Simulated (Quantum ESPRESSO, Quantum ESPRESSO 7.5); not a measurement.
## W(100): a series in the number of layers

What law, if any, do the results for W(100) follow against the number of layers?

Calculated with Quantum ESPRESSO 7.5; plane-wave DFT, PBE, GBRV ultrasoft pseudopotentials.

The experiments to compare with:

For W (clean (100) face, which reconstructs), “Anisotropic work function of elemental crystals” (2019, arxiv:1902.07811) quotes earlier work: work function (clean (100) face, which reconstructs) 4.65 eV.

### 1. The structure

It takes space group Im-3m (No. 229, cubic). The conventional cell has a = 3.160 Å, b = 3.160 Å, c = 3.160 Å, α = 90.00°, β = 90.00°, γ = 90.00°. W has 8 W at 2.74 Å nearest.

As a file:

```cif
data_structure
_symmetry_space_group_name_H-M 'P 1'
_symmetry_Int_Tables_number 1
_cell_length_a 2.7366
_cell_length_b 2.7366
_cell_length_c 2.7366
_cell_angle_alpha 109.471
_cell_angle_beta 109.471
_cell_angle_gamma 109.471
_cell_volume 15.78
loop_
_atom_site_label
_atom_site_type_symbol
_atom_site_fract_x
_atom_site_fract_y
_atom_site_fract_z
_atom_site_occupancy
W1 W 0.00000 0.00000 0.00000 1
```

Set-up: Symmetric 1×1 slabs with 16 Å of vacuum in the starting cell; the two outer layers of each face relax in a periodic cell and the inner ones are held; a run under open boundaries (ESM, bc1) then gives the work function. Cold smearing of 0.02 Ry, one mesh for all thicknesses. The slabs take the lattice constants of the bulk relaxed by the same program.

Members 6, 7, 8 and 10 took the same steps and show in the table alone.

### 2. Variable-cell relaxation of the reference

The bulk crystal is relaxed in cell and atoms; the members are built on its lattice constants.

The input, ref.vc.in:

```
&control
  prefix = 'ref.vc'
  outdir = './out'
  pseudo_dir = './pseudo'
  nstep = 40
  forc_conv_thr = 0.0003
  calculation = 'vc-relax'
/
&system
  ibrav = 0
  nat = 1
  ntyp = 1
  ecutwfc = 50
  ecutrho = 250
  occupations = 'smearing'
  smearing = 'mv'
  degauss = 0.02
/
&electrons
  conv_thr = 1e-09
  mixing_beta = 0.4
  electron_maxstep = 120
/
&ions
/
&cell
  press_conv_thr = 0.3
/
ATOMIC_SPECIES
  W   183.8400  w_pbe_v1.2.uspp.F.UPF
CELL_PARAMETERS angstrom
  -1.58000000000000 1.58000000000000 1.58000000000000
  1.58000000000000 -1.58000000000000 1.58000000000000
  1.58000000000000 1.58000000000000 -1.58000000000000
ATOMIC_POSITIONS crystal
  W   0.000000000000 0.000000000000 0.000000000000
K_POINTS automatic
  18 18 18 0 0 0
```

Started as:

```bash
$ OMP_NUM_THREADS=1 mpirun -n 4 pw.x -nk 4 -in ref.vc.in > ref.vc.out
```

Log:

```text
Program PWSCF v.7.5 starts
[citation notice left out]

     Parallel version (MPI & OpenMP), running on       4 processor cores
     Number of MPI processes:                 4
     Threads/MPI process:                     1

     MPI processes distributed on     1 nodes
[...]
Current dimensions of program PWSCF are:
     Max number of different atomic species (ntypx) = 10
     Max number of k-points (npk) =  40000
     Max angular momentum in pseudopotentials (lmaxx) =  4
     Message from routine setup:
     using ibrav=0 with symmetry is DISCOURAGED, use correct ibrav instead

     K-points division:     npool     =       4
     Subspace diagonalization in iterative solution of the eigenvalue problem:
     a serial algorithm will be used

     G-vector sticks info
     --------------------
     sticks:   dense  smooth     PW     G-vecs:    dense   smooth      PW
     Sum         487     399    159                 7011     5089    1253

     Using Slab Decomposition

     bravais-lattice index     =            0
     lattice parameter (alat)  =       5.1715  a.u.
     unit-cell volume          =     106.4701 (a.u.)^3
     number of atoms/cell      =            1
     number of atomic types    =            1
     number of electrons       =        14.00
     number of Kohn-Sham states=           11
     kinetic-energy cutoff     =      50.0000  Ry
     charge density cutoff     =     250.0000  Ry
     scf convergence threshold =      1.0E-09
     mixing beta               =       0.4000
     number of iterations used =            8  plain     mixing
     energy convergence thresh.=      1.0E-04
     force convergence thresh. =      3.0E-04
     press convergence thresh. =      3.0E-01
     Exchange-correlation= SLA  PW   PBE  PBE
                           (   1   4   3   4   0   0   0)
     nstep                     =           40

     celldm(1)=   5.171501  celldm(2)=   0.000000  celldm(3)=   0.000000
     celldm(4)=   0.000000  celldm(5)=   0.000000  celldm(6)=   0.000000

     crystal axes: (cart. coord. in units of alat)
               a(1) = (  -0.577350   0.577350   0.577350 )
               a(2) = (   0.577350  -0.577350   0.577350 )
               a(3) = (   0.577350   0.577350  -0.577350 )

     reciprocal axes: (cart. coord. in units 2 pi/alat)
               b(1) = ( -0.000000  0.866025  0.866025 )
               b(2) = (  0.866025 -0.000000  0.866025 )
               b(3) = (  0.866025  0.866025  0.000000 )

     PseudoPot. # 1 for W  read from file:
     ./pseudo/w_pbe_v1.2.uspp.F.UPF
     Pseudo is Ultrasoft + core correction, Zval = 14.0
     Generated by new atomic code, or converted to UPF format
     Using radial grid of  923 points,  8 beta functions with:
                l(1) =   0
                l(2) =   0
                l(3) =   0
                l(4) =   1
                l(5) =   1
                l(6) =   2
                l(7) =   2
                l(8) =   3
     Q(r) pseudized with  6 coefficients,  rinner =    1.350   1.350   1.350
                                                       1.350   1.350   1.350
                                                       1.350

     atomic species   valence    mass     pseudopotential
     W                14.00   183.84000     W ( 1.00)

     48 Sym. Ops., with inversion, found

   Cartesian axes

     site n.     atom                  positions (alat units)
         1        W      tau(   1) = (   0.0000000   0.0000000   0.0000000  )

     number of k points=   195  Marzari-Vanderbilt smearing, width (Ry)=  0.0200

     Number of k-points >= 100: set verbosity='high' to print them.

     Dense  grid:     7011 G-vectors     FFT dimensions: (  25,  25,  25)

     Smooth grid:     5089 G-vectors     FFT dimensions: (  24,  24,  24)

     Estimated max dynamical RAM per process >      26.53 MB

     Estimated total dynamical RAM >     100.97 MB

     Initial potential from superposition of free atoms

     starting charge      13.8997, renormalised to      14.0000

     negative rho (up, down):  5.992E-02 0.000E+00
     Starting wfcs are   13 randomized atomic wfcs

     total cpu time spent up to now is        1.3 secs

     per-process dynamical memory:    21.7 Mb

     Self-consistent Calculation

     iteration #  1     ecut=    50.00 Ry     beta= 0.40
     Davidson diagonalization with overlap
     ethr =  1.00E-02,  avg # of iterations =  2.9

     Threshold (ethr) on eigenvalues was too large:
     Diagonalizing with lowered threshold

     Davidson diagonalization with overlap
     ethr =  3.71E-04,  avg # of iterations =  1.3

     negative rho (up, down):  6.103E-02 0.000E+00

     total cpu time spent up to now is        2.9 secs

     total energy              =    -159.14020895 Ry
     estimated scf accuracy    <       0.05476561 Ry

     iteration #  2     ecut=    50.00 Ry     beta= 0.40
[...]
negative rho (up, down):  6.264E-02 0.000E+00

[...]
total energy              =    -159.14044690 Ry
     estimated scf accuracy    <       0.00829961 Ry

     iteration #  3     ecut=    50.00 Ry     beta= 0.40
[...]
negative rho (up, down):  6.388E-02 0.000E+00

[...]
total energy              =    -159.14176880 Ry
     estimated scf accuracy    <       0.00040181 Ry

     iteration #  4     ecut=    50.00 Ry     beta= 0.40
[...]
negative rho (up, down):  6.379E-02 0.000E+00

[...]
total energy              =    -159.14179289 Ry
     estimated scf accuracy    <       0.00002002 Ry

     iteration #  5     ecut=    50.00 Ry     beta= 0.40
[...]
negative rho (up, down):  6.373E-02 0.000E+00

[...]
total energy              =    -159.14179807 Ry
     estimated scf accuracy    <       0.00000023 Ry

     iteration #  6     ecut=    50.00 Ry     beta= 0.40
[...]
negative rho (up, down):  6.356E-02 0.000E+00

[...]
total energy              =    -159.14179816 Ry
     estimated scf accuracy    <       0.00000012 Ry

     iteration #  7     ecut=    50.00 Ry     beta= 0.40
[...]
negative rho (up, down):  6.357E-02 0.000E+00

[...]
total energy              =    -159.14179815 Ry
     estimated scf accuracy    <       0.00000007 Ry

     iteration #  8     ecut=    50.00 Ry     beta= 0.40
[...]
negative rho (up, down):  6.358E-02 0.000E+00

[...]
one-electron contribution =     -15.92230046 Ry
     hartree contribution      =      16.06766203 Ry
     xc contribution           =     -41.22057299 Ry
     ewald contribution        =    -118.06650443 Ry

     convergence has been achieved in   4 iterations

     negative rho (up, down):  6.417E-02 0.000E+00

     Forces acting on atoms (cartesian axes, Ry/au):

     atom    1 type  1   force =     0.00000000    0.00000000    0.00000000

     Total force =     0.000000     Total SCF correction =     0.000000

     Computing stress (Cartesian axis) and pressure

     negative rho (up, down):  6.417E-02 0.000E+00
          total   stress  (Ry/bohr**3)                   (kbar)     P=      -42.68
  -0.00029012   0.00000000   0.00000000          -42.68        0.00        0.00
   0.00000000  -0.00029012   0.00000000            0.00      -42.68        0.00
   0.00000000   0.00000000  -0.00029012            0.00        0.00      -42.68

     Energy error            =      3.0E-04 Ry
     Gradient error          =      0.0E+00 Ry/Bohr
     Cell gradient error     =      4.3E+01 kbar

     number of scf cycles    =   2
     number of bfgs steps    =   1

     enthalpy           old  =    -159.1417981507 Ry
     enthalpy           new  =    -159.1420936273 Ry

     CASE: enthalpy          _new < enthalpy          _old

     new trust radius        =       0.0094288146 bohr
     new conv_thr            =            1.0E-11 Ry

     new unit-cell volume =    108.77395 a.u.^3 (    16.11864 Ang^3 )
     density =     18.93916 g/cm^3

CELL_PARAMETERS (angstrom)
  -1.591314812   1.591314812   1.591314812
   1.591314812  -1.591314812   1.591314812
   1.591314812   1.591314812  -1.591314812

ATOMIC_POSITIONS (crystal)
W                0.0000000000        0.0000000000        0.0000000000

[...]
NEW-OLD atomic charge density approx. for the potential
     New effective cutoffs (rho, wfc):  244.48   49.29

     negative rho (up, down):  6.395E-02 0.000E+00

     total cpu time spent up to now is       14.7 secs

     per-process dynamical memory:    34.1 Mb

     Self-consistent Calculation

     iteration #  1     ecut=    50.00 Ry     beta= 0.40
     Davidson diagonalization with overlap
     ethr =  1.00E-06,  avg # of iterations =  4.0

     Threshold (ethr) on eigenvalues was too large:
     Diagonalizing with lowered threshold

     Davidson diagonalization with overlap
     ethr =  5.27E-08,  avg # of iterations =  1.2

     negative rho (up, down):  6.396E-02 0.000E+00

     total cpu time spent up to now is       16.6 secs

     total energy              =    -159.14231727 Ry
     estimated scf accuracy    <       0.00000712 Ry

[...]
iteration #  6     ecut=    50.00 Ry     beta= 0.40
[...]
negative rho (up, down):  6.395E-02 0.000E+00

[...]
End of self-consistent calculation

     Number of k-points >= 100: set verbosity='high' to print the bands.

     the Fermi energy is    22.2692 ev

!    total energy              =    -159.14231762 Ry
     estimated scf accuracy    <          9.7E-13 Ry
     smearing contrib. (-TS)   =      -0.00035755 Ry
     internal energy E=F+TS    =    -159.14196007 Ry

     The total energy is F=E-TS. E is the sum of the following terms:
     one-electron contribution =     -15.18366987 Ry
     hartree contribution      =      15.88104193 Ry
     xc contribution           =     -41.24033435 Ry
     ewald contribution        =    -118.59899778 Ry

     convergence has been achieved in   6 iterations

     negative rho (up, down):  6.395E-02 0.000E+00

     Forces acting on atoms (cartesian axes, Ry/au):

     atom    1 type  1   force =     0.00000000    0.00000000    0.00000000

     Total force =     0.000000     Total SCF correction =     0.000000

     Computing stress (Cartesian axis) and pressure

     negative rho (up, down):  6.395E-02 0.000E+00
          total   stress  (Ry/bohr**3)                   (kbar)     P=       -1.40
  -0.00000948   0.00000000   0.00000000           -1.40        0.00        0.00
   0.00000000  -0.00000948   0.00000000            0.00       -1.40        0.00
   0.00000000   0.00000000  -0.00000948            0.00        0.00       -1.40

     Energy error            =      2.2E-04 Ry
     Gradient error          =      0.0E+00 Ry/Bohr
     Cell gradient error     =      1.4E+00 kbar

     number of scf cycles    =   3
     number of bfgs steps    =   2

     enthalpy           old  =    -159.1420936273 Ry
     enthalpy           new  =    -159.1423176195 Ry

     CASE: enthalpy          _new < enthalpy          _old

     new trust radius        =       0.0003150174 bohr
     new conv_thr            =            1.0E-11 Ry

     new unit-cell volume =    108.72468 a.u.^3 (    16.11133 Ang^3 )
     density =     18.94775 g/cm^3

CELL_PARAMETERS (angstrom)
  -1.591074488   1.591074488   1.591074488
   1.591074488  -1.591074488   1.591074488
   1.591074488   1.591074488  -1.591074488

ATOMIC_POSITIONS (crystal)
W                0.0000000000        0.0000000000        0.0000000000

[...]
NEW-OLD atomic charge density approx. for the potential
     New effective cutoffs (rho, wfc):  244.55   49.30

     negative rho (up, down):  6.395E-02 0.000E+00

     total cpu time spent up to now is       21.3 secs

     per-process dynamical memory:    34.1 Mb

[...]
!    total energy              =    -159.14231785 Ry
[...]
Total force =     0.000000     Total SCF correction =     0.000000
[...]
Self-consistent Calculation

     iteration #  1     ecut=    50.00 Ry     beta= 0.40
     Davidson diagonalization with overlap
     c_bands:  1 eigenvalues not converged
     ethr =  1.00E-06,  avg # of iterations =  9.7

     negative rho (up, down):  6.290E-02 0.000E+00

     total cpu time spent up to now is       28.6 secs

     total energy              =    -159.14011622 Ry
     estimated scf accuracy    <       0.05829324 Ry

[...]
iteration # 11     ecut=    50.00 Ry     beta= 0.40
[...]
negative rho (up, down):  6.628E-02 0.000E+00

[...]
End of self-consistent calculation

     Number of k-points >= 100: set verbosity='high' to print the bands.

     the Fermi energy is    22.2806 ev

!    total energy              =    -159.14242300 Ry
     estimated scf accuracy    <          5.1E-12 Ry
     smearing contrib. (-TS)   =      -0.00035692 Ry
     internal energy E=F+TS    =    -159.14206608 Ry

     The total energy is F=E-TS. E is the sum of the following terms:
     one-electron contribution =     -15.15918726 Ry
     hartree contribution      =      15.87502844 Ry
     xc contribution           =     -41.24099565 Ry
     ewald contribution        =    -118.61691162 Ry

     convergence has been achieved in  11 iterations

     negative rho (up, down):  6.628E-02 0.000E+00

     Forces acting on atoms (cartesian axes, Ry/au):

     atom    1 type  1   force =     0.00000000    0.00000000    0.00000000

     Total force =     0.000000     Total SCF correction =     0.000000

     Computing stress (Cartesian axis) and pressure

     negative rho (up, down):  6.628E-02 0.000E+00
          total   stress  (Ry/bohr**3)                   (kbar)     P=        1.41
   0.00000956  -0.00000000  -0.00000000            1.41       -0.00       -0.00
  -0.00000000   0.00000956  -0.00000000           -0.00        1.41       -0.00
  -0.00000000  -0.00000000   0.00000956           -0.00       -0.00        1.41

[...]
=------------------------------------------------------------------------------=
   JOB DONE.
=------------------------------------------------------------------------------=
```

Run time: 38 s. Hardware: 4 MPI ranks of Arm Neoverse N1, shared host; peak memory 0.27 GiB.

Step by step:

| step | energy less that of the first step (eV) | largest force (eV/Å) | volume (Å³) |
| --- | --- | --- | --- |
| 1 | 0.0000 | 0.0000 | 15.78 |
| 2 | -0.0040 | 0.0000 | 16.34 |
| 3 | -0.0071 | 0.0000 | 16.12 |
| 4 | -0.0071 | 0.0000 | 16.11 |
| 5 | -0.0085 | 0.0000 | 16.11 |

| conventional cell, symmetrised | before | after | change |
| --- | --- | --- | --- |
| a (Å) | 3.160 | 3.182 | +0.7 % |
| b (Å) | 3.160 | 3.182 | +0.7 % |
| c (Å) | 3.160 | 3.182 | +0.7 % |
| volume (Å³/atom) | 15.78 | 16.11 | +2.1 % |

The relaxed structure:

```cif
data_structure
_symmetry_space_group_name_H-M 'P 1'
_symmetry_Int_Tables_number 1
_cell_length_a 2.7558
_cell_length_b 2.7558
_cell_length_c 2.7558
_cell_angle_alpha 109.471
_cell_angle_beta 109.471
_cell_angle_gamma 109.471
_cell_volume 16.11
loop_
_atom_site_label
_atom_site_type_symbol
_atom_site_fract_x
_atom_site_fract_y
_atom_site_fract_z
_atom_site_occupancy
W1 W 0.00000 0.00000 0.00000 1
```

 The last row is no step: it is a fresh SCF in the final cell with a new plane-wave basis, -1 meV from the row before.

Numbers from this step:

```
free energy  : -2165.2430 eV
Fermi energy : 22.28 eV
```

[end of part 1 of 6]

[Logs are printed without paths, hosts, clocks, repeated set-up lines and the standing remarks that a program may print on its own settings, such as how far it seeks lower states.]

[Hosts, paths, dates, database ids (printed as entryN), source tags and the programs' standing remarks are cut or masked in the printed files.]

[Maps of the electrostatic potential energy from Ansatz leave out the sawtooth potential of an applied field or a dipole correction, so their vacuum need not be flat; planar profiles and work functions include it.]
